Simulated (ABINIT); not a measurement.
# Beyond one shot: BaH2 (P6_3/mmc), part 3 of 3

Aim: iterate the self-energy on BaH2 (P6_3/mmc) and follow the gap from cycle to cycle.

ABINIT 10.8.3; PBEsol and many-body steps on it, plane waves. Known limits of the many-body steps: not at the basis limit; no spin-orbit coupling; coarse k mesh.

So far. Step 11 (evGW, cycle 1): Against G0W0 in ABINIT (3×3×2 mesh, 285 bands, screening to 163.3 eV, Godby-Needs plasmon pole), the gap moves by +0.584 eV. Step 14 (evGW, cycle 2): Against the cycle before, the gap moves by +0.031 eV.

### Step 15. Screening, 3×3×2 mesh, 285 bands, screening to 163.3 eV

This step: RPA screening on PBEsol, plane waves, norm-conserving pseudopotentials.

The input, run.abi:

```
acell 3*1.0 Angstrom
rprim 
  4.462025052349 0.000000000014 0.000000000000
  -2.231012526186 3.864227047650 0.000000000000
  0.000000000000 0.000000000000 6.055292590000
ntypat 2
znucl 56 1
natom 6
typat 1 1 2 2 2 2
xred 
  0.666666666667 0.333333333333 0.750000000000
  0.333333333333 0.666666666667 0.250000000000
  0.333333333333 0.666666666667 0.750000000000
  0.666666666667 0.333333333333 0.250000000000
  -0.000000000000 -0.000000000000 0.500000000000
  -0.000000000000 -0.000000000000 0.000000000000
pp_dirpath "pseudos"
pseudos "Ba.upf, H.upf"
ecut 32
ngkpt 3 3 2
nshiftk 1
shiftk 0 0 0
kptopt 1
chksymbreak 0
istwfk *1
occopt 1
irdwfk 1
optdriver 3
nband 285
ecuteps 6
inclvkb 2
awtr 1
symchi 1
gwcalctyp 10
mbpt_sciss 2.270 eV
nqptdm 1
qptdm 
  0 0 0
indata_prefix "in"
outdata_prefix "out"
tmpdata_prefix "tmp"
```

Launch:

```bash
> OMP_NUM_THREADS=1 mpirun -n 8 abinit run.abi > log
```

Numbers of over 12 decimals in the logs are rounded to 6 here.

The log of the run:

```text
.Version 10.8.3 of ABINIT. v10.8.2 released Aug 2026.

 Symmetries : space group P6_3/m m c (#194); Bravais hP (primitive hexag.)
[... echo of the input left out ...]
== DATASET  1 ==================================================================
-   mpi_nproc: 8, omp_nthreads: 1 (-1 if OMP is not activated)

--- !DatasetInfo
iteration_state: {dtset: 1, }
dimensions: {natom: 6, nkpt: 6, mband: 285, nsppol: 1, nspinor: 1, nspden: 1, mpw: 6126, }
cutoff_energies: {ecut:  32.0, pawecutdg:  -1.0, }
[...]
[... chi0 elements left out ...]
 For q-point:  0.000010 0.000020 0.000030
  dielectric constant =   4.3385
  dielectric constant without local fields =   4.7330

  Average fulfillment of the sum rule on Im[epsilon] for q-point    1 :    107.07  [%]
[... wings left out ...]
== END DATASET(S) ==============================================================
================================================================================

 -outvars: echo values of variables after computation  --------
           etotal      0.0000000000E+00
            nband         285
             nkpt           6
          spgroup         194
 [... the other variables as echoed above ...]

 Calculation completed.
```

The job ended after 26 s (8 MPI ranks of Arm Neoverse N1, shared host; peak memory 3.3 GiB; 3.4 min of CPU time).

This step gave:

```yaml
eps_infinity_with_local_fields_on_this_mesh_along_the_program_s_q_direction: 4.338
the_same_without_local_fields: 4.733
plasma_frequency: 17.80 eV
plane_waves_in_the_screening_matrix: 493
```

This screening uses the functional's bands under a rigid shift, the mean opening of the cycle before.

### Step 16. Screening, 3×3×2 mesh, 285 bands, screening to 163.3 eV

This step: RPA screening on PBEsol from quasiparticle energies, plane waves, norm-conserving pseudopotentials.

run.abi, as its differences from that of step 15:

```diff
@@ -33,7 +33,11 @@
 symchi 1
+irdqps 1
 gwcalctyp 10
-mbpt_sciss 2.270 eV
-nqptdm 1
+nqptdm 5
 qptdm 
-  0 0 0
+  0.3333333333 0.0000000000 0.0000000000
+  0.3333333333 0.3333333333 0.0000000000
+  0.0000000000 0.0000000000 0.5000000000
+  0.3333333333 0.0000000000 0.5000000000
+  0.3333333333 0.3333333333 0.5000000000
 indata_prefix "in"
```

The input, mrgscr.stdin:

```
2
merged
q0_SCR
out_SCR
1
```

Launch:

```bash
> OMP_NUM_THREADS=1 mpirun -n 8 abinit run.abi > log; mrgscr < mrgscr.stdin
```

The log of the run:

```text
.Version 10.8.3 of ABINIT. v10.8.2 released Aug 2026.

 Symmetries : space group P6_3/m m c (#194); Bravais hP (primitive hexag.)
[... echo of the input left out ...]
== DATASET  1 ==================================================================
-   mpi_nproc: 8, omp_nthreads: 1 (-1 if OMP is not activated)

--- !DatasetInfo
iteration_state: {dtset: 1, }
dimensions: {natom: 6, nkpt: 6, mband: 285, nsppol: 1, nspinor: 1, nspden: 1, mpw: 6126, }
cutoff_energies: {ecut:  32.0, pawecutdg:  -1.0, }
[...]
q-point number  1        q = ( 0.333333, 0.000000, 0.000000) [r.l.u.]
--------------------------------------------------------------------------------
[... chi0 elements left out ...]
  Average fulfillment of the sum rule on Im[epsilon] for q-point    2 :    107.16  [%]

--------------------------------------------------------------------------------
  q-point number  2        q = ( 0.333333, 0.333333, 0.000000) [r.l.u.]
--------------------------------------------------------------------------------
[... chi0 elements left out ...]
  Average fulfillment of the sum rule on Im[epsilon] for q-point    3 :    104.35  [%]

 [... 3 further q-points ...]
```

Run time: 82 s. Hardware: 8 MPI ranks; peak memory 3 GiB.

Numbers from this step:

```yaml
plasma_frequency: 17.80 eV
plane_waves_in_the_screening_matrix: 493
```

This screening reads the quasiparticle levels of the cycle before.

### Step 17. evGW, cycle 3

This step: evGW on PBEsol, plane waves, norm-conserving pseudopotentials.

run.abi, as its differences from that of step 16:

```diff
@@ -27,12 +27,10 @@
 irdwfk 1
-optdriver 3
+optdriver 4
 nband 285
-ecuteps 6
-inclvkb 2
-awtr 1
-symchi 1
-irdqps 1
 gwcalctyp 10
-nqptdm 5
-qptdm 
+ecutsigx 32
+symsigma 1
+nkptgw 6
+kptgw 
+  0.0000000000 0.0000000000 0.0000000000
   0.3333333333 0.0000000000 0.0000000000
@@ -42,2 +40,13 @@
   0.3333333333 0.3333333333 0.5000000000
+bdgw 
+  9 18
+  9 18
+  9 18
+  9 18
+  9 18
+  9 18
+ecuteps 6
+irdscr 1
+ppmodel 1
+irdqps 1
 indata_prefix "in"
```

Launch:

```bash
> OMP_NUM_THREADS=1 mpirun -n 8 abinit run.abi > log
```

The log of the run:

```text
.Version 10.8.3 of ABINIT. v10.8.2 released Aug 2026.

 Symmetries : space group P6_3/m m c (#194); Bravais hP (primitive hexag.)
[... echo of the input left out ...]
== DATASET  1 ==================================================================
-   mpi_nproc: 8, omp_nthreads: 1 (-1 if OMP is not activated)

--- !DatasetInfo
iteration_state: {dtset: 1, }
dimensions: {natom: 6, nkpt: 6, mband: 285, nsppol: 1, nspinor: 1, nspden: 1, mpw: 6126, }
cutoff_energies: {ecut:  32.0, pawecutdg:  -1.0, }
[...]
.  kptgw no:  4; Maximum DeltaE = (   0.001   0.000) for band index:  1
.  kptgw no:  5; Maximum DeltaE = (  -0.001   0.000) for band index:  9
.  kptgw no:  6; Maximum DeltaE = (  -0.001   0.000) for band index:  1

== END DATASET(S) ==============================================================
================================================================================

 -outvars: echo values of variables after computation  --------
           etotal      0.0000000000E+00
            nband         285
             nkpt           6
          spgroup         194
 [... the other variables as echoed above ...]

 Calculation completed.
```

It took 6.6 min on 8 MPI ranks; peak memory 3.9 GiB.

This step gave:

* quasiparticle gap on the mesh: 3.662 eV
* gap of the density functional on the mesh: 1.473 eV
* k of the valence top: 0, 0, 0
* k of the conduction bottom: 0.3333, 0.3333, 0.5
* least direct quasiparticle gap on the computed points: 4.957 eV

Against the cycle before, the gap moves by +0.002 eV.

### Step 18. Side by side

Times are wall times on 8 MPI ranks of Arm Neoverse N1, shared host, good to a factor of about two. A run's time includes the screening step that it read.

| run | mesh | bands | screening cutoff (eV) | DFT gap (eV) | gap on the mesh (eV) | direct (eV) | ε∞ used | time |
| --- | --- | --- | --- | --- | --- | --- | --- | --- |
| G0W0 | 3×3×2 | 285 | 163.3 | 1.473 | 3.045 | 4.342 | 5.84 | 2.4 min |
| evGW0, cycle 1 | 3×3×2 | 285 | 163.3 | 1.473 | 3.471 | 4.780 | 5.84 | 8.2 min |
| evGW0, cycle 2 | 3×3×2 | 285 | 163.3 | 1.473 | 3.299 | 4.590 | 5.84 | 8.2 min |
| evGW0, cycle 3 | 3×3×2 | 285 | 163.3 | 1.473 | 3.313 | 4.607 | 5.84 | 8.3 min |
| evGW0, cycle 4 | 3×3×2 | 285 | 163.3 | 1.473 | 3.312 | 4.605 | 5.84 | 8.1 min |
| evGW, cycle 1 | 3×3×2 | 285 | 163.3 | 1.473 | 3.629 | 4.929 | 4.51 | 8.4 min |
| evGW, cycle 2 | 3×3×2 | 285 | 163.3 | 1.473 | 3.660 | 4.956 | 4.35 | 8.2 min |
| evGW, cycle 3 | 3×3×2 | 285 | 163.3 | 1.473 | 3.662 | 4.957 | 4.34 | 8.4 min |

### Step 19. Outcome

```json
{
  "G0W0": "3.045 eV",
  "evGW0, cycle 1": "3.471 eV",
  "evGW0, cycle 2": "3.299 eV",
  "evGW0, cycle 3": "3.313 eV",
  "evGW0, cycle 4": "3.312 eV",
  "evGW, cycle 1": "3.629 eV",
  "evGW, cycle 2": "3.660 eV",
  "evGW, cycle 3": "3.662 eV",
  "known limits": "not at the basis limit; no spin-orbit coupling; coarse k mesh"
}
```

Only the bands that the input lists are updated; the others, empty or deep, keep the functional's energies or take a rigid shift. The evGW loop starts from the last levels of evGW0, so its cycles and time come on top of those. evGW0 ends at 3.31 eV, +0.27 eV from G0W0, after 4 cycles that took 26 min beside the first screening; the last moved the gap by 0.001 eV. evGW ends at 3.66 eV, +0.62 eV from G0W0, after 3 cycles that took 25 min beside the first screening; the last moved the gap by 0.002 eV. The first cycle of evGW0 takes the full correction, without the factor Z, so it overshoots the one-shot value. Bands and cutoff are finite, so the gap is not at the basis limit. The miss can reach some tenths of an eV and take either sign; the mesh is an error of its own. The 3×3×2 mesh is coarse for this cell, which bears on the long-range parts of exchange and screening. In the updated screening the q = 0 part is built from Kohn-Sham bands under a rigid shift, the other q from the quasiparticle levels. The many-body steps are scalar-relativistic: spin-orbit coupling is not in them.

[Paths, hosts, dates, memory and timing lines, banners, echoed tables and standing remarks are left out of the program output.]

[Logs are printed without paths, hosts, clocks, repeated set-up lines and the standing remarks that a program may print on its own settings, such as how far it seeks lower states.]

[Runs of the session that timed out or met a known fault of the program may be left out.]

[Hosts, paths, dates, database ids (printed as entryN), source tags and the programs' standing remarks are cut or masked in the printed files.]

[G0W0 gaps are taken among the corrected bands and points alone; a level outside them can change the order at an edge.]

[Where Ansatz stands beside ABINIT at settings called matched, ABINIT's density can come from a denser mesh and the files from another edition; pairs whose starting gaps differed by over 0.03 eV were left out, so agreement reads better than it is.]
